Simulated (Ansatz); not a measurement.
**CaO (Lime, Fm-3m): from the cell to its phonons**

How does CaO (Lime, Fm-3m) vibrate, and is this structure a minimum?

Calculated with Ansatz 0.2.0; DFT LDA, scalar-relativistic, plane waves, PAW; PAW set soft_1.

**1. Starting point**

The structure is cubic, space group Fm-3m (No. 225). Conventional cell: a = 4.813 Å, b = 4.813 Å, c = 4.813 Å, α = 90.00°, β = 90.00°, γ = 90.00°. Ca has 6 O at 2.41 Å nearest. Nearest to O lie 6 Ca at 2.41 Å. Farther neighbours and most contacts between anions are not listed.

**2. Relaxation**

The cell and atoms are relaxed, since residual forces and stress would shift the frequencies.

Contents of input.yaml:

```yaml
crystal:
  lattice:
    - [0.0, 2.4065, 2.4065]
    - [2.4065, 0.0, 2.4065]
    - [2.4065, 2.4065, 0.0]
  atoms:
    - { symbol: Ca, position: [0.0, 0.0, 0.0] }
    - { symbol: O, position: [0.5, 0.5, 0.5] }
kpoints:
  mp_grid: { grid: [8, 8, 8] }
hamiltonian:
  xc: lda
  pseudopotentials: { kind: paw, azcp: { folder: soft_1 }, xc_functional: pbe }
scf:
  occupations: { method: gaussian, width: 0.02 }
output:
  forces: true
  stress: true
  eigenvalues: true
relax:
  adjacent_minimum: "off"
  f_tol: 0.005
  max_steps: 80
  cell: { stress_tol: 0.05 }
```

The run is started by

```
$ ansatz run input.yaml --threads 4 --pin off --max-ram 10240MiB --backend cpu --events-out ev --progress --plain --runs-dir out
```

Numbers of over 12 decimals in the logs are rounded to 6 here.

Output:

```text
Engine: ansatz 0.2.0, x86_64-unknown-linux-gnu
Pseudopotentials: kind: paw
Pseudopotential: Ca, paw, valence charge 10, recommended cutoff 420 eV (normal), soft_1/Ca.paw.azcp
Pseudopotential: O, paw, valence charge 6, recommended cutoff 420 eV (normal), soft_1/O.paw.azcp
Functional definition: SPW92
  exchange = slater_x
  correlation = pw_c
Crystal: 2 atoms, lattice volume = 27.873 Å³
Basis set: ecut = 420 eV, 537 PW (Γ)
Bands: 12, of which v1, the nominal top of the filled ones, is band 8 counted from 1 (7 counted from 0)
Symmetry: 48 space group operations
Space group: Fm-3m (ITA 225), of the structure as read, at distance tolerance 3.0e-5 Å
k-points: 29 of 512
Non-local potential: Ca, projectors of the file, l = 0: 3, l = 1: 2, l = 2: 2
Non-local potential: O, projectors of the file, l = 0: 2, l = 1: 2, l = 2: 1
PAW form: soft (Blöchl's): semilocal exchange-correlation on the pseudo side does not see the compensation charge
PAW frozen core: Ca, regenerated for the run's functional, and the local potential with it (the file was generated under x = pbe(κ = 0.804, μ = 0.219515), c = pbe(β = 0.066725))
PAW frozen core: O, regenerated for the run's functional, and the local potential with it (the file was generated under x = pbe(κ = 0.804, μ = 0.219515), c = pbe(β = 0.066725))
PAW one-centre angular grid: Ca, 110 points (default); XC on 64 Gauss nodes
PAW one-centre angular grid: O, 110 points (default); XC on 64 Gauss nodes
Initial density: superposition of atomic densities (chi_scale 0.1, normalization cell, long waves kept (reshape's long-wave potential 0.00 eV rms))
Initial wavefunctions: pseudopotential atomic-orbital guess
Functional: x = slater, c = lda
SCF iter   1: F=—  HF=-2332.394794 eV  |F-HF|=—  |Δ(HF+E_count)|=         —  Δρ=1.15e-1  dr2=3.37e0  ethr=3.10e-3  ⟨swp⟩=7.1  Hψ=2427  notcnv=0
preconditioner: auto → none  [insulator: Δε(μ)=1.763 eV  Ē_g=17.369 eV  σ=0.020 eV  W_gap=1.00  n_scr=8 (ndim 8)  ℏωp=26.3 eV  f_vac=0.000  D(μ)=0.00/eV (n_scr^D=0)  ε∞_Penn≈3.3]
SCF iter   2: F=—  HF=-2331.596673 eV  |F-HF|=—  |Δ(HF+E_count)|=   7.98e-1  Δρ=2.07e-2  dr2=1.10e-1  ethr=3.10e-3  ⟨swp⟩=2.8  Hψ=961  notcnv=0
SCF iter   3: F=—  HF=-2331.597715 eV  |F-HF|=—  |Δ(HF+E_count)|=   1.04e-3  Δρ=9.36e-3  dr2=2.03e-2  ethr=6.88e-4  ⟨swp⟩=2.1  Hψ=466  notcnv=0
SCF iter   4: F=—  HF=-2331.603965 eV  |F-HF|=—  |Δ(HF+E_count)|=   6.25e-3  Δρ=7.84e-4  dr2=1.68e-4  ethr=1.27e-4  ⟨swp⟩=2.5  Hψ=547  notcnv=0
SCF iter   5: F=—  HF=-2331.603936 eV  |F-HF|=—  |Δ(HF+E_count)|=   2.84e-5  Δρ=1.55e-4  dr2=6.07e-6  ethr=1.05e-6  ⟨swp⟩=2.1  Hψ=663  notcnv=0
SCF iter   6: F=—  HF=-2331.603935 eV  |F-HF|=—  |Δ(HF+E_count)|=   1.11e-6  Δρ=3.91e-5  dr2=4.04e-7  ethr=3.79e-8  ⟨swp⟩=2.0  Hψ=435  notcnv=0
SCF iter   7: F=-2331.603935 eV  HF=-2331.603935 eV  |F-HF|=2.01e-8  |Δ(HF+E_count)|=   8.75e-8  Δρ=8.57e-6  dr2=2.20e-8  ethr=6.25e-10  ⟨swp⟩=4.9  Hψ=1507  notcnv=0
SCF 1 converged in 7 iterations: F = -2331.603935 eV  dr2 = 2.20e-8
  greatest PAW one-centre occupation: 0.996 electrons in one spin orbital (limit 2), on the Ca atom at site 0 (counted from 0), in its partial waves of l = 0
relax step   1: F+E_penalty+E_count = -2331.60393523 eV  Δ(F+E_penalty+E_count) = +0.000e0 eV  max|allowed force component| = 6.574e-29 eV/Å  Δτ_max = 0.0000 Å  P = -7.418 GPa  Ω = 27.873 Å³  (7 SCF iters, dr2 threshold 1.00e-7 eV, accepted)
Crystal: 2 atoms, lattice volume = 25.711 Å³
Basis set: ecut = 420 eV, 531 PW (Γ)
Initial density: handed on by an earlier stage of this run
Initial wavefunctions: those handed on with the density
iter 1 solved again at ethr=2.12e-5 eV; its pass at ethr=3.10e-3 eV (dr2=3.40e-3 eV) is discarded
SCF iter   1: F=—  HF=-2331.650133 eV  |F-HF|=—  |Δ(HF+E_count)|=         —  Δρ=4.24e-3  dr2=3.38e-3  ethr=2.12e-5  ⟨swp⟩=1.1  Hψ=2551  notcnv=0
preconditioner: auto → none  [insulator: Δε(μ)=3.435 eV  Ē_g=18.198 eV  σ=0.020 eV  W_gap=1.00  n_scr=8 (ndim 8)  ℏωp=27.4 eV  f_vac=0.000  D(μ)=0.00/eV (n_scr^D=0)  ε∞_Penn≈3.3]
SCF iter   2: F=—  HF=-2331.649264 eV  |F-HF|=—  |Δ(HF+E_count)|=   8.69e-4  Δρ=1.56e-3  dr2=5.35e-4  ethr=2.11e-5  ⟨swp⟩=2.9  Hψ=684  notcnv=0
SCF iter   3: F=—  HF=-2331.649317 eV  |F-HF|=—  |Δ(HF+E_count)|=   5.29e-5  Δρ=1.59e-3  dr2=4.87e-4  ethr=3.34e-6  ⟨swp⟩=2.7  Hψ=638  notcnv=0
SCF iter   4: F=—  HF=-2331.649232 eV  |F-HF|=—  |Δ(HF+E_count)|=   8.50e-5  Δρ=3.18e-4  dr2=1.30e-5  ethr=3.04e-6  ⟨swp⟩=2.0  Hψ=445  notcnv=0
SCF iter   5: F=—  HF=-2331.649236 eV  |F-HF|=—  |Δ(HF+E_count)|=   4.41e-6  Δρ=3.61e-5  dr2=1.24e-7  ethr=1.25e-9  ⟨swp⟩=3.0  Hψ=1382  notcnv=0
SCF iter   6: F=-2331.649236 eV  HF=-2331.649236 eV  |F-HF|=1.77e-10  |Δ(HF+E_count)|=   5.67e-8  Δρ=1.70e-6  dr2=3.43e-10  ethr=7.78e-10  ⟨swp⟩=2.4  Hψ=1103  notcnv=0
SCF 2 converged in 6 iterations: F = -2331.649236 eV  dr2 = 3.43e-10
relax step   2: F+E_penalty+E_count = -2331.64923618 eV  Δ(F+E_penalty+E_count) = -4.530e-2 eV  max|allowed force component| = 3.977e-30 eV/Å  Δτ_max = 0.0000 Å  P = +2.124 GPa  Ω = 25.711 Å³  energy of the carried Pulay correction = +5.052e-3 eV  (6 SCF iters, dr2 threshold 2.00e-7 eV, accepted)
Crystal: 2 atoms, lattice volume = 26.163 Å³
iter 1 solved again at ethr=1.43e-6 eV; its pass at ethr=3.10e-3 eV (dr2=2.29e-4 eV) is discarded
SCF iter   1: F=—  HF=-2331.650836 eV  |F-HF|=—  |Δ(HF+E_count)|=         —  Δρ=1.03e-3  dr2=2.01e-4  ethr=1.43e-6  ⟨swp⟩=1.7  Hψ=2496  notcnv=0
preconditioner: auto → none  [insulator: Δε(μ)=3.448 eV  Ē_g=18.123 eV  σ=0.020 eV  W_gap=1.00  n_scr=8 (ndim 8)  ℏωp=27.2 eV  f_vac=0.000  D(μ)=0.00/eV (n_scr^D=0)  ε∞_Penn≈3.2]
SCF iter   2: F=—  HF=-2331.650791 eV  |F-HF|=—  |Δ(HF+E_count)|=   4.52e-5  Δρ=4.22e-4  dr2=4.54e-5  ethr=1.26e-6  ⟨swp⟩=2.8  Hψ=636  notcnv=0
SCF iter   3: F=—  HF=-2331.650789 eV  |F-HF|=—  |Δ(HF+E_count)|=   1.98e-6  Δρ=4.00e-4  dr2=3.09e-5  ethr=2.84e-7  ⟨swp⟩=2.1  Hψ=458  notcnv=0
SCF iter   4: F=—  HF=-2331.650784 eV  |F-HF|=—  |Δ(HF+E_count)|=   4.98e-6  Δρ=7.62e-5  dr2=7.38e-7  ethr=1.93e-7  ⟨swp⟩=2.0  Hψ=435  notcnv=0
SCF iter   5: F=-2331.650785 eV  HF=-2331.650785 eV  |F-HF|=7.67e-10  |Δ(HF+E_count)|=   1.92e-7  Δρ=7.87e-6  dr2=5.32e-9  ethr=1.25e-9  ⟨swp⟩=5.0  Hψ=1612  notcnv=0
SCF 3 converged in 5 iterations: F = -2331.650785 eV  dr2 = 5.32e-9
relax step   3: F+E_penalty+E_count = -2331.65078456 eV  Δ(F+E_penalty+E_count) = -1.548e-3 eV  max|allowed force component| = 6.738e-30 eV/Å  Δτ_max = 0.0000 Å  P = -0.217 GPa  Ω = 26.163 Å³  energy of the carried Pulay correction = +3.964e-3 eV  (5 SCF iters, dr2 threshold 2.00e-7 eV, accepted)
[...]
relax step   4: F+E_penalty+E_count = -2331.65091616 eV  Δ(F+E_penalty+E_count) = -1.316e-4 eV  max|allowed force component| = 6.179e-30 eV/Å  Δτ_max = 0.0000 Å  P = -0.005 GPa  Ω = 26.120 Å³  energy of the carried Pulay correction = +4.066e-3 eV  (4 SCF iters, dr2 threshold 1.18e-7 eV, accepted)
[...]
relax step   5: F+E_penalty+E_count = -2331.64799576 eV  Δ(F+E_penalty+E_count) = +2.920e-3 eV  max|allowed force component| = 7.774e-30 eV/Å  Δτ_max = 0.0000 Å  P = -0.211 GPa  Ω = 26.120 Å³  stress off target by 2.11e-1 GPa  SCF on the basis re-selected at this cell (its energy is not comparable with the rows above)  (7 SCF iters)
[...]
relax step   6: F+E_penalty+E_count = -2331.64812393 eV  Δ(F+E_penalty+E_count) = -1.282e-4 eV  max|allowed force component| = 6.245e-30 eV/Å  Δτ_max = 0.0000 Å  P = +0.001 GPa  Ω = 26.078 Å³  energy of the carried Pulay correction = +1.005e-4 eV  (4 SCF iters, dr2 threshold 1.11e-7 eV, accepted)
iter 1 solved again at ethr=2.23e-6 eV; its pass at ethr=3.10e-3 eV (dr2=3.57e-4 eV) is discarded
SCF iter   1: F=—  HF=-2331.648081 eV  |F-HF|=—  |Δ(HF+E_count)|=         —  Δρ=8.38e-6  dr2=1.04e-8  ethr=2.23e-6  ⟨swp⟩=2.5  Hψ=3238  notcnv=0
eigensolver tolerance schedule: the retry pair's looser diagonalisation over-reported the residual by 34162.80 of it (diagonalisation noise at an unbounded share of the residual, at the tolerance the schedule requests for it); recorded, not acted on — ethr = c·dr2/N_el stays at c = 1.0e-1
SCF iter   2: F=—  HF=-2331.648079 eV  |F-HF|=—  |Δ(HF+E_count)|=   2.68e-6  Δρ=8.97e-6  dr2=1.81e-8  ethr=6.52e-11  ⟨swp⟩=2.9  Hψ=705  notcnv=0
SCF iter   3: F=—  HF=-2331.648079 eV  |F-HF|=—  |Δ(HF+E_count)|=   3.60e-9  Δρ=3.06e-6  dr2=1.07e-9  ethr=6.52e-11  ⟨swp⟩=2.0  Hψ=437  notcnv=0
SCF iter   4: F=—  HF=-2331.648079 eV  |F-HF|=—  |Δ(HF+E_count)|=  3.82e-10  Δρ=2.04e-6  dr2=8.43e-10  ethr=6.68e-12  ⟨swp⟩=2.0  Hψ=571  notcnv=0
SCF iter   5: F=—  HF=-2331.648079 eV  |F-HF|=—  |Δ(HF+E_count)|=  2.43e-10  Δρ=9.10e-7  dr2=1.74e-10  ethr=5.27e-12  ⟨swp⟩=2.0  Hψ=556  notcnv=0
SCF iter   6: F=-2331.648079 eV  HF=-2331.648079 eV  |F-HF|=6.37e-12  |Δ(HF+E_count)|=  5.18e-11  Δρ=1.89e-7  dr2=6.94e-12  ethr=1.00e-12  ⟨swp⟩=3.2  Hψ=1430  notcnv=0
SCF 7 converged in 6 iterations: F = -2331.648079 eV  dr2 = 6.94e-12
relax step   7: F+E_penalty+E_count = -2331.64807873 eV  Δ(F+E_penalty+E_count) = +4.520e-5 eV  max|allowed force component| = 8.809e-30 eV/Å  Δτ_max = 0.0000 Å  P = -0.003 GPa  Ω = 26.078 Å³  stress off target by 2.74e-3 GPa  SCF on the basis re-selected at this cell (its energy is not comparable with the rows above)  (6 SCF iters)
basis re-selected at this cell: Δ(F+E_penalty+E_count) = +4.520e-5 eV, ΔP = -0.004 GPa vs the last step (what re-selecting the basis moved, of the pressure what is left beyond the Pulay correction that the steps carried, after the strain that the cell walked since its last selection, with what the two solves' SCF thresholds leave and, on support functions, any second-order correction that the steps lacked; it is no m [...]
SCF converged after 6 iterations
Free energy (F): -2331.648079 eV
Harris-Foulkes:  -2331.648079 eV  (|F-HF|=6.37e-12)
Internal energy: -2331.648079 eV  (E = F + TS)
E sigma→0 (E₀):  -2331.648079 eV
Fermi energy:    9.732088 eV
--- Per-component energies (eV) ---
  E_band       = -91.442288
  E_kinetic    = 425.273866
  E_local      = -860.332082  (includes V_loc(G=0)·N_el)
  E_nonlocal   = 147.946587
  E_hartree    = 282.393560
  E_xc         = -198.969509
  E_vxc        = -251.549525  (∫ρ·V_xc dr)
  E_paw        = -974.639263  (= ΣΔE_a)
  E_vpaw       = -117.569031  (= ΣTr[D̂ρ^β])
  E_aug_tail   = 0.000787  (compensation charges beyond the density's cutoff)
  E_ewald      = -1153.702111
  E_core_change = 0.380088  (= ΣΔE_core)
  E_smearing   = -0.000000  (= −TS)
  E_closure    = -0.000000  (closes the sum)
  Σ components = -2331.648079   (vs F -2331.648079, Δ=0.00e0)
--- Forces (eV/Å), atoms counted from 1 ---
  atom   1  Ca    -0.00000000     0.00000000    -0.00000000
  atom   2  O      0.00000000     0.00000000     0.00000000
  max |Σ_I F_I| component: 1.60e-29 eV/Å
--- Stress (GPa, compression-positive) ---
       -0.002740      -0.000000      -0.000000
       -0.000000      -0.002740      -0.000000
       -0.000000       0.000000      -0.002740
  P = ⅓ Tr σ = -0.0027 GPa (-0.027 kbar)
--- Band table (eV; the first three rows and the last of 29) ---
  k-point 0: bands = [... 4 lower, -7.3202, 8.0078, 8.0078, 8.0078, 13.0990, 14.2775, 14.2775, 14.2775]
  k-point 1: bands = [... 4 lower, -7.0142, 7.4393, 7.7681, 7.7681, 13.7918, 14.2416, 14.5682, 14.5682]
  k-point 2: bands = [... 4 lower, -6.4388, 6.3622, 7.2602, 7.2602, 14.3292, 15.2787, 15.3343, 15.3343]
  k-point 28: bands = [... 4 lower, -6.5413, 6.5980, 6.9379, 6.9379, 14.3960, 14.3960, 16.8291, 17.9781]
--- Relaxed structure (5 steps of the walk, 5 accepted, 2 SCFs on fresh bases) ---
  F+E_penalty+E_count = -2331.64807873 eV   max|allowed force component| = 8.809e-30 eV/Å   (the final SCF, on the basis selected at the relaxed cell)
  cell:  # Å, volume = 26.0779 Å³
    - [0, 2.353681, 2.353681]
    - [2.353681, 0, 2.353681]
    - [2.353681, 2.353681, 0]
  atoms:
    - { symbol: Ca, position: [0, 0, 0] }
    - { symbol: O, position: [0.5, 0.5, 0.5] }
```

Wall time 1.5 s (4 threads of Intel Xeon Platinum 8488C (Sapphire Rapids), shared host); peak memory 0.36 GiB.

The steps of the relaxation:

| step | energy less that of the first step (eV) | largest force component (eV/Å) | pressure (GPa) | volume (Å³) |
| --- | --- | --- | --- | --- |
| 1 | 0.0000 | 0.0000 | -7.42 | 27.87 |
| 2 | -0.0453 | 0.0000 | 2.12 | 25.71 |
| 3 | -0.0468 | 0.0000 | -0.22 | 26.16 |
| 4 | -0.0470 | 0.0000 | -0.01 | 26.12 |
| 5* | -0.0441 | 0.0000 | -0.21 | 26.12 |
| 6 | -0.0442 | 0.0000 | 0.00 | 26.08 |
| 7* | -0.0441 | 0.0000 | 0.00 | 26.08 |

Relaxation steps marked * repeat the geometry before them on a plane-wave basis chosen anew for their cell, so energy and pressure can jump there.

The run keeps the 48 symmetry operations that it works with, so distortions that break them were not tested.

| conventional cell, symmetrised | before | after | change |
| --- | --- | --- | --- |
| a (Å) | 4.813 | 4.707 | -2.2 % |
| b (Å) | 4.813 | 4.707 | -2.2 % |
| c (Å) | 4.813 | 4.707 | -2.2 % |
| volume (Å³/atom) | 13.94 | 13.04 | -6.4 % |

The relaxed structure:

```cif
data_structure
_symmetry_space_group_name_H-M 'P 1'
_symmetry_Int_Tables_number 1
_cell_length_a 3.3286
_cell_length_b 3.3286
_cell_length_c 3.3286
_cell_angle_alpha 60.000
_cell_angle_beta 60.000
_cell_angle_gamma 60.000
_cell_volume 26.08
loop_
_atom_site_label
_atom_site_type_symbol
_atom_site_fract_x
_atom_site_fract_y
_atom_site_fract_z
_atom_site_occupancy
Ca1 Ca 0.00000 0.00000 0.00000 1
O2 O 0.50000 0.50000 0.50000 1
```

Numbers from this step:

| Item | Value |
| --- | --- |
| pressure | -0.002740 GPa |
| gap on the k-mesh | 3.449 eV |
| volume per atom | 13.04 Å³ |
| direct gap on mesh | 3.807 eV |

In this step the volume went from 13.94 to 13.04 Å³/atom.

**3. Tight relaxation**

Phonons need a cell at rest on their own settings, so the relaxation is repeated with tight tolerances on forces and stress, using the mesh and the filling of the phonon run that follows.

input.yaml, the sections that differ from step 2:

```yaml
crystal:
  lattice:
    - [0.0, 2.3536805531, 2.3536805531]
    - [2.3536805531, 0.0, 2.3536805531]
    - [2.3536805531, 2.3536805531, 0.0]
  atoms:
    - { symbol: Ca, position: [0.0, 0.0, 0.0] }
    - { symbol: O, position: [0.5, 0.5, 0.5] }
scf:
  occupations: { method: fixed }
relax:
  adjacent_minimum: "off"
  f_tol: 0.001
  max_steps: 60
  cell: { stress_tol: 0.01 }
# kpoints, hamiltonian, output: as in step 2
```

Output:

```text
[...]
Crystal: 2 atoms, lattice volume = 26.078 Å³
Basis set: ecut = 420 eV, 531 PW (Γ)
Bands: 12, of which v1, the nominal top of the filled ones, is band 8 counted from 1 (7 counted from 0)
Symmetry: 48 space group operations
[...]
k-points: 29 of 512
[...]
k-point 28: bands = [... 4 lower, -6.5413, 6.5980, 6.9379, 6.9379, 14.3960, 14.3960, 16.8291, 17.9781]
--- Relaxed structure (1 steps of the walk, 1 accepted, 1 SCFs on fresh bases) ---
[...]
cell:  # Å, volume = 26.0779 Å³
    - [0.0, 2.3536805531, 2.3536805531]
    - [2.3536805531, 0.0, 2.3536805531]
    - [2.3536805531, 2.3536805531, 0.0]
  atoms:
    - { symbol: Ca, position: [0.0, 0.0, 0.0] }
    - { symbol: O, position: [0.5, 0.5, 0.5] }
[key lines of the parts left out:]
SCF converged after 7 iterations
Free energy (F): -2331.648079 eV
Fermi energy:    8.007814 eV
P = ⅓ Tr σ = -0.0028 GPa (-0.028 kbar)
```

Run time: 0.59 s. Hardware: 4 threads; peak memory 0.36 GiB.

Little changed from the start: no atom moved by 0.005 Å and no cell edge by 0.1 %.

This step gave:

```yaml
pressure: -0.002753 GPa
```

The forces vanish by symmetry and the pressure is -0.003 GPa, within the tolerances set. The cell now holds 13.04 Å³/atom.

[end of part 1 of 3]

[Logs are printed without paths, hosts, clocks, repeated set-up lines and the standing remarks that a program may print on its own settings, such as how far it seeks lower states.]

[Hosts, paths, dates, database ids (printed as entryN), source tags and the programs' standing remarks are cut or masked in the printed files.]
